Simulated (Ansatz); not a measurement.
# C(111), H replaced by OH in a 2x2 cell: modes of surface species

Aim: bond lengths and vibrational modes of species bound on C(111), H replaced by OH in a 2x2 cell.

Program: Ansatz 0.2.0. Level of theory: DFT PBE, scalar-relativistic, plane waves, PAW; PAW set soft_1. Results are calculated unless marked as measured.

Report form: the programs' logs are mostly left out.

## Step 1: The bulk crystal behind the slab

Symmetry: Fd-3m, No. 227, cubic system. Conventional cell: a = 3.570 Å, b = 3.570 Å, c = 3.570 Å, α = 90.00°, β = 90.00°, γ = 90.00°. Nearest to C lie 4 C at 1.55 Å.

## Step 2: Relaxation of the host

The host crystal is relaxed at the same level, and its volume sets the scale of the cells that follow.

Input file input.yaml:

```yaml
crystal:
  lattice:
    - [0.0, 1.785, 1.785]
    - [1.785, 0.0, 1.785]
    - [1.785, 1.785, 0.0]
  atoms:
    - { symbol: C, position: [0.0, 0.0, 0.0] }
    - { symbol: C, position: [0.25, 0.25, 0.25] }
kpoints:
  mp_grid: { grid: [14, 14, 14] }
hamiltonian:
  xc: pbe
  pseudopotentials: { kind: paw, azcp: { folder: soft_1 } }
scf:
  occupations: { method: gaussian, width: 0.02 }
output:
  forces: true
  stress: true
  eigenvalues: true
relax:
  adjacent_minimum: "off"
  f_tol: 0.002
  max_steps: 60
  cell: { stress_tol: 0.02 }
```

Run with:

```
$ ansatz run input.yaml --threads 8 --pin off --max-ram 20480MiB --backend cpu --events-out ev --progress --plain --runs-dir out
```

Elapsed: 1.4 s, on 8 threads of Arm Neoverse N1, shared host; peak memory 0.26 GiB; 6.6 s of CPU time.

Little changed from the start: no atom moved by 0.005 Å and no cell edge by 0.1 %.

This step gave:

* pressure: 0.009776 GPa
* gap on the k-mesh: 4.128 eV
* volume per atom: 5.695 Å³

The forces vanish by symmetry.

## Step 3: Relaxation in the fixed cell: 4 H

The slab carries 4 H. Its plane takes the lattice constant of the bulk relaxed at this level. The lowest layers and the H atoms that close the back face are held, and the other atoms relax. The program lengthens the typed cell of 21.8 Å along the normal to 37.4 Å, as its cut-off of the electrostatics needs, and moves no atom.

System of this step: 4 H on C(111), H replaced by OH in a 2x2 cell. The cell holds 32 atoms: 24 C and 8 H. Its edges and angles: a = 5.051 Å, b = 5.051 Å, c = 37.401 Å, α = 90.0°, β = 90.0°, γ = 120.0°. It derives from C. Vacuum lies along c.

Input file input.yaml:

```yaml
crystal:
  lattice:
    - [5.0510051567, 0.0, 0.0]
    - [-2.5255025783, 4.3743016845, 0.0]
    - [0.0, 0.0, 21.8073496501]
  atoms:
    - { symbol: C, position: [0.0, 0.0, 0.394539] }
    - { symbol: C, position: [1.0, 0.5, 0.394539] }
    - { symbol: C, position: [0.5, 0.0, 0.394539] }
    - { symbol: C, position: [0.5, 0.5, 0.394539] }
    - { symbol: C, position: [0.166667, 0.333333, 0.418179] }
    - { symbol: C, position: [0.166667, 0.833333, 0.418179] }
    - { symbol: C, position: [0.666667, 0.333333, 0.418179] }
    - { symbol: C, position: [0.666667, 0.833333, 0.418179] }
[... 20 atom lines left out ...]
    - { symbol: H, position: [0.0, 0.0, 0.655925] }
    - { symbol: H, position: [1.0, 0.5, 0.655925] }
    - { symbol: H, position: [0.5, 0.0, 0.655925] }
    - { symbol: H, position: [0.5, 0.5, 0.655925] }
  periodic: [true, true, false]
kpoints:
  mp_grid: { grid: [4, 4, 1] }
hamiltonian:
  xc: pbe
  pseudopotentials: { kind: paw, azcp: { folder: soft_1 } }
scf:
  occupations: { method: gaussian, width: 0.03 }
output:
  forces: true
  eigenvalues: true
relax:
  adjacent_minimum: "off"
  f_tol: 0.003
  max_steps: 120
  constraints: [{ sites: [0, 1, 2, 3, 4, 5, 6, 7, 24, 25, 26, 27] }]
```

Wall time 45 s (8 threads); peak memory 1.4 GiB.

The steps of the relaxation:

| step | energy less that of the first step (eV) | largest force component (eV/Å) |
| --- | --- | --- |
| 1 | 0.0000 | 2.3246 |
| 2 | -0.1632 | 0.6494 |
| 3 | -0.1852 | 0.0729 |
| 4 | -0.1668 | 0.4942 |
| 5 | -0.1856 | 0.0008 |
| 6 | -0.1856 | 0.0008 |

Relaxation step 4 was tried and not accepted.

Forces are held to the 24 operations that the run works with; a distortion that breaks them can't arise in this run.

The atoms that moved most (Å):

| atom | dx | dy | dz | length |
| --- | --- | --- | --- | --- |
| H32 | 0.000 | 0.000 | 0.025 | 0.025 |
| H31 | 0.000 | 0.000 | 0.025 | 0.025 |
| H30 | 0.000 | 0.000 | 0.025 | 0.025 |
| H29 | 0.000 | 0.000 | 0.025 | 0.025 |
| C21 | 0.000 | 0.000 | -0.023 | 0.023 |
| C22 | 0.000 | 0.000 | -0.023 | 0.023 |
| C23 | 0.000 | 0.000 | -0.023 | 0.023 |
| C24 | 0.000 | 0.000 | -0.023 | 0.023 |

A gap read on the k-mesh alone can miss the band edges.

This step gave:

| Item | Value |
| --- | --- |
| gap on the k-mesh | 2.764 eV |

The largest force component left on a free atom is 0.82 meV/Å.

## Step 4: Modes of the chosen sites: 4 H

Only 12 sites are displaced (8 C and 4 H), with their periodic images, and all others stay at rest. This gives the modes that are localised on these sites for less work than the whole matrix.

Input file input.yaml:

```yaml
crystal:
  lattice:
    - [5.0510068334, 0.0, 0.0]
    - [-2.5255034167, 4.3743002324, 0.0]
    - [0.0, 0.0, 37.4012439768]
  atoms:
    - { symbol: C, position: [0.0, 0.0, 0.2300418117] }
    - { symbol: C, position: [1.0, 0.5, 0.2300418117] }
    - { symbol: C, position: [0.5, 0.0, 0.2300418117] }
    - { symbol: C, position: [0.5, 0.5, 0.2300418117] }
    - { symbol: C, position: [0.1666666667, 0.3333333333, 0.2438254641] }
    - { symbol: C, position: [0.1666666667, 0.8333333333, 0.2438254641] }
    - { symbol: C, position: [0.6666666667, 0.3333333333, 0.2438254641] }
    - { symbol: C, position: [0.6666666667, 0.8333333333, 0.2438254641] }
[... 20 atom lines left out ...]
    - { symbol: H, position: [0.0, 0.0, 0.3831218156] }
    - { symbol: H, position: [1.0, 0.5, 0.3831218156] }
    - { symbol: H, position: [0.5, 0.0, 0.3831218156] }
    - { symbol: H, position: [0.5, 0.5, 0.3831218156] }
  periodic: [true, true, false]
kpoints:
  mp_grid: { grid: [4, 4, 1] }
hamiltonian:
  xc: pbe
  pseudopotentials: { kind: paw, azcp: { folder: soft_1 } }
scf:
  occupations: { method: gaussian, width: 0.03 }
output:
  eigenvalues: true
phonons:
  method: fd
  supercell: [1, 1, 1]
  displaced_sites: [16, 17, 18, 19, 20, 21, 22, 23, 28, 29, 30, 31]
  rigid_motions: translations
```

It took 59 s on 8 threads; peak memory 2.1 GiB; 7.6 min of CPU time.

The other atoms of the cell are at rest; shares are of the kinetic energy, a minus sign marks an imaginary mode, and where like sites share a mode the one named is one choice of several. Modes of the displaced sites:

| mode | frequency (cm⁻¹) | share of C (%) | share of H (%) | site with the largest share | its share (%) |
| --- | --- | --- | --- | --- | --- |
| 1 | 291.2 | 96 | 4 | C22 | 13 |
| 2 | 291.2 | 96 | 4 | C22 | 13 |
| 3 | 487.4 | 95 | 5 | C22 | 14 |
| 4 | 606.5 | 93 | 7 | C24 | 14 |
| 5 | 606.5 | 93 | 7 | C23 | 21 |
| 6 | 606.5 | 93 | 7 | C22 | 21 |
| 7 | 649.3 | 80 | 20 | C17 | 10 |
| 8 | 649.3 | 80 | 20 | C18 | 21 |
| 9 | 649.3 | 80 | 20 | C19 | 21 |
| 10 | 804.5 | 79 | 21 | C24 | 17 |
| 11 | 804.5 | 79 | 21 | C21 | 28 |
| 12 | 804.5 | 79 | 21 | C22 | 28 |
| 13 | 1069.1 | 64 | 36 | C19 | 19 |
| 14 | 1069.1 | 64 | 36 | C18 | 19 |
| 15 | 1069.1 | 64 | 36 | C19 | 13 |
| 16 | 1069.8 | 99 | 1 | C17 | 15 |
| 17 | 1069.8 | 99 | 1 | C20 | 15 |
| 18 | 1069.8 | 99 | 1 | C19 | 15 |
| 19 | 1134.1 | 24 | 76 | H32 | 19 |
| 20 | 1134.1 | 24 | 76 | H32 | 19 |
| 21 | 1193.7 | 99 | 1 | C18 | 21 |
| 22 | 1193.7 | 99 | 1 | C19 | 21 |
| 23 | 1193.7 | 99 | 1 | C17 | 17 |
| 24 | 1223.9 | 98 | 2 | C17 | 15 |
| 25 | 1231.5 | 43 | 57 | H30 | 14 |
| 26 | 1231.5 | 43 | 57 | H32 | 22 |
| 27 | 1231.5 | 43 | 57 | H31 | 22 |
| 28 | 1286.1 | 79 | 21 | C24 | 11 |
| 29 | 1286.1 | 79 | 21 | C24 | 11 |
| 30 | 1322.0 | 35 | 65 | H32 | 24 |
| 31 | 1322.0 | 35 | 65 | H31 | 24 |
| 32 | 1322.0 | 35 | 65 | H32 | 16 |
| 33 | 2876.3 | 7 | 93 | H30 | 23 |
| 34 | 2876.3 | 7 | 93 | H32 | 46 |
| 35 | 2876.3 | 7 | 93 | H29 | 46 |
| 36 | 2903.1 | 7 | 93 | H30 | 23 |

The same force constants with another mass on the added atoms, against the natural mean mass; listed are the real modes with at least half of their motion on these atoms, followed through small steps of mass, less those that pass through avoided crossings, where the squared overlap of new and old mass-weighted patterns is under 0.8. Modes after a change of mass:

| substitution | mode | frequency (cm⁻¹) | after (cm⁻¹) | ratio |
| --- | --- | --- | --- | --- |
| D for H | 19 | 1134.1 | 834.2 | 1.36 |
| D for H | 20 | 1134.1 | 834.2 | 1.36 |
| D for H | 33 | 2876.3 | 2115.1 | 1.36 |
| D for H | 34 | 2876.3 | 2115.1 | 1.36 |
| D for H | 35 | 2876.3 | 2115.1 | 1.36 |
| D for H | 36 | 2903.1 | 2134.6 | 1.36 |

The highest mode of the block lies at 2903.1 cm⁻¹; the acoustic sum rule moved it by 0.0 cm⁻¹.

## Step 5: Relaxation in the fixed cell: 1 OH and 3 H

The slab carries 1 OH and 3 H. Its plane takes the lattice constant of the bulk relaxed at this level. The lowest layers and the H atoms that close the back face are held, and the other atoms relax. The program lengthens the typed cell of 22.5 Å along the normal to 38.9 Å, as its cut-off of the electrostatics needs, and moves no atom.

System of this step: 1 OH and 3 H on C(111), H replaced by OH in a 2x2 cell. The cell holds 33 atoms: 24 C, 8 H and 1 O. Its edges and angles: a = 5.051 Å, b = 5.051 Å, c = 38.862 Å, α = 90.0°, β = 90.0°, γ = 120.0°. It derives from C. Vacuum lies along c.

Input file input.yaml:

```yaml
crystal:
  lattice:
    - [5.0510051567, 0.0, 0.0]
    - [-2.5255025783, 4.3743016845, 0.0]
    - [0.0, 0.0, 22.5376771703]
  atoms:
    - { symbol: C, position: [0.0, 0.0, 0.381755] }
    - { symbol: C, position: [1.0, 0.5, 0.381755] }
    - { symbol: C, position: [0.5, 0.0, 0.381755] }
    - { symbol: C, position: [0.5, 0.5, 0.381755] }
    - { symbol: C, position: [0.166667, 0.333333, 0.404628] }
    - { symbol: C, position: [0.166667, 0.833333, 0.404628] }
    - { symbol: C, position: [0.666667, 0.333333, 0.404628] }
    - { symbol: C, position: [0.666667, 0.833333, 0.404628] }
[... 21 atom lines left out ...]
    - { symbol: H, position: [0.174301, 0.0, 0.667075] }
    - { symbol: H, position: [1.0, 0.5, 0.63467] }
    - { symbol: H, position: [0.5, 0.0, 0.63467] }
    - { symbol: H, position: [0.5, 0.5, 0.63467] }
  periodic: [true, true, false]
kpoints:
  mp_grid: { grid: [4, 4, 1] }
hamiltonian:
  xc: pbe
  pseudopotentials: { kind: paw, azcp: { folder: soft_1 } }
scf:
  occupations: { method: gaussian, width: 0.03 }
output:
  forces: true
  eigenvalues: true
relax:
  adjacent_minimum: "off"
  f_tol: 0.003
  max_steps: 120
  constraints: [{ sites: [0, 1, 2, 3, 4, 5, 6, 7, 24, 25, 26, 27] }]
```

Wall time 6.5 min (8 threads); peak memory 2.7 GiB.

The steps of the relaxation:

| step | energy less that of the first step (eV) | largest force component (eV/Å) |
| --- | --- | --- |
| 1 | 0.0000 | 2.2890 |
| 2 | -0.1701 | 0.8189 |
| 3 | -0.2016 | 0.2926 |
| 4 | -0.2058 | 0.0860 |
| 5 | -0.2079 | 0.1562 |
| 6 | -0.2090 | 0.2308 |
| 7 | -0.2123 | 0.0308 |
| 8 | -0.2123 | 0.0304 |
| 9 | -0.1894 | 1.1003 |
| 10 | -0.2130 | 0.0315 |
| 11 | -0.2131 | 0.1133 |
| 12 | -0.2133 | 0.0057 |
| 13 | -0.2133 | 0.0025 |
| 14 | -0.2133 | 0.0016 |
| 15 | -0.2133 | 0.0011 |

Relaxation step 9 was tried and not accepted.

The atoms that moved most (Å):

| atom | dx | dy | dz | length |
| --- | --- | --- | --- | --- |
| H30 | -0.179 | -0.403 | 0.002 | 0.441 |
| O29 | -0.082 | 0.047 | 0.046 | 0.106 |
| H32 | 0.026 | 0.001 | 0.020 | 0.033 |
| H31 | 0.012 | -0.023 | 0.020 | 0.033 |
| C23 | -0.002 | -0.002 | -0.024 | 0.024 |
| C22 | 0.001 | 0.002 | -0.024 | 0.024 |
| C24 | -0.002 | 0.001 | -0.021 | 0.021 |
| H33 | -0.006 | 0.003 | 0.020 | 0.021 |

Numbers from this step:

- gap on the k-mesh: 2.853 eV

The largest force component left on a free atom is 1.1 meV/Å.

## Step 6: Force constants among chosen sites: 1 OH and 3 H

Only 13 sites are displaced (8 C, 1 O and 4 H), with their periodic images, and all others stay at rest. This gives the modes that are localised on these sites for less work than the whole matrix.

Input file input.yaml:

```yaml
crystal:
  lattice:
    - [5.0510051567, 0.0, 0.0]
    - [-2.5255025783, 4.3743016845, 0.0]
    - [0.0, 0.0, 38.8619296529]
  atoms:
    - { symbol: C, position: [0.0, 0.0, 0.2213958757] }
    - { symbol: C, position: [1.0, 0.5, 0.2213958757] }
    - { symbol: C, position: [0.5, 0.0, 0.2213958757] }
    - { symbol: C, position: [0.5, 0.5, 0.2213958757] }
    - { symbol: C, position: [0.166667, 0.333333, 0.2346608961] }
    - { symbol: C, position: [0.166667, 0.833333, 0.2346608961] }
    - { symbol: C, position: [0.666667, 0.333333, 0.2346608961] }
    - { symbol: C, position: [0.666667, 0.833333, 0.2346608961] }
[... 21 atom lines left out ...]
    - { symbol: H, position: [0.0926952028, -0.0921812355, 0.3869093025] }
    - { symbol: H, position: [0.9996378678, 0.4946985597, 0.3685826133] }
    - { symbol: H, position: [0.5053048713, 0.0003417498, 0.3685835329] }
    - { symbol: H, position: [0.4992435666, 0.5007707061, 0.3685760437] }
  periodic: [true, true, false]
kpoints:
  mp_grid: { grid: [4, 4, 1] }
hamiltonian:
  xc: pbe
  pseudopotentials: { kind: paw, azcp: { folder: soft_1 } }
scf:
  occupations: { method: gaussian, width: 0.03 }
output:
  eigenvalues: true
phonons:
  method: fd
  supercell: [1, 1, 1]
  displaced_sites: [16, 17, 18, 19, 20, 21, 22, 23, 28, 29, 30, 31, 32]
  rigid_motions: translations
```

Wall time 20 min (8 threads); peak memory 2.9 GiB.

The other atoms of the cell are at rest; shares are of the kinetic energy, a minus sign marks an imaginary mode, and where like sites share a mode the one named is one choice of several; the 36 highest of 39 modes. Modes of the displaced sites:

| mode | frequency (cm⁻¹) | share of C (%) | share of O (%) | share of H (%) | site with the largest share | its share (%) |
| --- | --- | --- | --- | --- | --- | --- |
| 4 | 348.8 | 59 | 37 | 4 | O29 | 37 |
| 5 | 355.0 | 55 | 37 | 8 | O29 | 37 |
| 6 | 409.4 | 49 | 47 | 4 | O29 | 47 |
| 7 | 570.6 | 76 | 16 | 8 | C18 | 24 |
| 8 | 615.1 | 90 | 1 | 9 | C23 | 20 |
| 9 | 617.0 | 94 | 0 | 6 | C24 | 22 |
| 10 | 618.9 | 91 | 1 | 9 | C24 | 21 |
| 11 | 702.7 | 91 | 2 | 7 | C22 | 30 |
| 12 | 702.9 | 90 | 1 | 10 | C24 | 39 |
| 13 | 732.7 | 62 | 9 | 29 | C18 | 21 |
| 14 | 851.3 | 73 | 1 | 26 | C19 | 20 |
| 15 | 865.2 | 76 | 1 | 23 | C20 | 17 |
| 16 | 995.1 | 75 | 23 | 2 | C21 | 50 |
| 17 | 1045.1 | 82 | 1 | 18 | C21 | 23 |
| 18 | 1066.3 | 99 | 0 | 1 | C19 | 21 |
| 19 | 1067.3 | 93 | 0 | 7 | C19 | 25 |
| 20 | 1071.1 | 70 | 0 | 30 | C17 | 25 |
| 21 | 1084.3 | 80 | 0 | 20 | C18 | 40 |
| 22 | 1091.3 | 73 | 0 | 27 | C18 | 24 |
| 23 | 1147.8 | 45 | 1 | 54 | H33 | 16 |
| 24 | 1177.4 | 60 | 0 | 40 | C21 | 24 |
| 25 | 1190.1 | 96 | 1 | 4 | C17 | 19 |
| 26 | 1192.3 | 97 | 0 | 3 | C18 | 21 |
| 27 | 1192.6 | 95 | 0 | 5 | C19 | 22 |
| 28 | 1228.7 | 97 | 0 | 3 | C20 | 15 |
| 29 | 1238.5 | 40 | 0 | 60 | H33 | 20 |
| 30 | 1268.2 | 52 | 2 | 46 | H30 | 16 |
| 31 | 1276.8 | 64 | 0 | 36 | H32 | 16 |
| 32 | 1296.7 | 44 | 0 | 56 | H33 | 31 |
| 33 | 1314.3 | 32 | 1 | 67 | H32 | 28 |
| 34 | 1316.0 | 59 | 4 | 37 | H30 | 29 |
| 35 | 1337.6 | 34 | 0 | 66 | H33 | 28 |
| 36 | 2920.6 | 8 | 0 | 92 | H32 | 48 |
| 37 | 2930.1 | 7 | 0 | 93 | H31 | 48 |
| 38 | 2970.6 | 7 | 0 | 93 | H33 | 91 |
| 39 | 3677.0 | 0 | 6 | 94 | H30 | 94 |

The same force constants with another mass on the added atoms, against the natural mean mass; listed are the real modes with at least half of their motion on these atoms, followed through small steps of mass, less those that pass through avoided crossings, where the squared overlap of new and old mass-weighted patterns is under 0.8. Modes after a change of mass:

| substitution | mode | frequency (cm⁻¹) | after (cm⁻¹) | ratio |
| --- | --- | --- | --- | --- |
| 18O | 2 | 243.4 | 234.9 | 1.036 |
| D for H | 1 | 156.4 | 111.4 | 1.405 |
| D for H | 36 | 2920.6 | 2147.6 | 1.36 |
| D for H | 37 | 2930.1 | 2154.3 | 1.36 |
| D for H | 38 | 2970.6 | 2184.6 | 1.36 |
| D for H | 39 | 3677.0 | 2675.9 | 1.374 |

The highest mode of the block lies at 3677.0 cm⁻¹; the acoustic sum rule moved it by 0.0 cm⁻¹.

## Step 7: All members side by side

The members are set side by side.

The anchoring bond is the shortest distance from the first added atom to the slab, and like atoms elsewhere in the cell can differ; degenerate modes stand as often as they occur. The species side by side:

| species | coverage (monolayer) | anchoring bond | its length (Å) | highest level (cm⁻¹) | second (cm⁻¹) | third (cm⁻¹) |
| --- | --- | --- | --- | --- | --- | --- |
| 4 H | 0 | H-C | 1.109 | 2903 | 2876 | 2876 |
| 1 OH and 3 H | 0.25 | O-C | 1.442 | 3677 | 2971 | 2930 |

## Step 8: Outcome

* highest mode of the block of 12 sites, 4 H: 2903.1 cm⁻¹
* highest mode of the block of 13 sites, 1 OH and 3 H: 3677.0 cm⁻¹

With 4 H the highest mode of the block lies at 2903 cm⁻¹, 93 % on H. With 1 OH and 3 H the highest mode of the block lies at 3677 cm⁻¹, 94 % on H. With all atoms beyond the displaced ones at rest, modes that spread into the slab are only rough; stretches of light atoms, well above the modes of the substrate atoms, are the least affected. Periodic images of the cell move in phase at the zone centre; where a cell holds several like groups, their modes come as in-phase and out-of-phase combinations. Modes of hydrogen are strongly anharmonic, so measured lines can lie well away from these harmonic values. These are harmonic frequencies at zero temperature: anharmonic shifts, linewidths and thermal expansion are left out.

[Logs are printed without paths, hosts, clocks, repeated set-up lines and the standing remarks that a program may print on its own settings, such as how far it seeks lower states.]

[Hosts, paths, dates, database ids (printed as entryN), source tags and the programs' standing remarks are cut or masked in the printed files.]
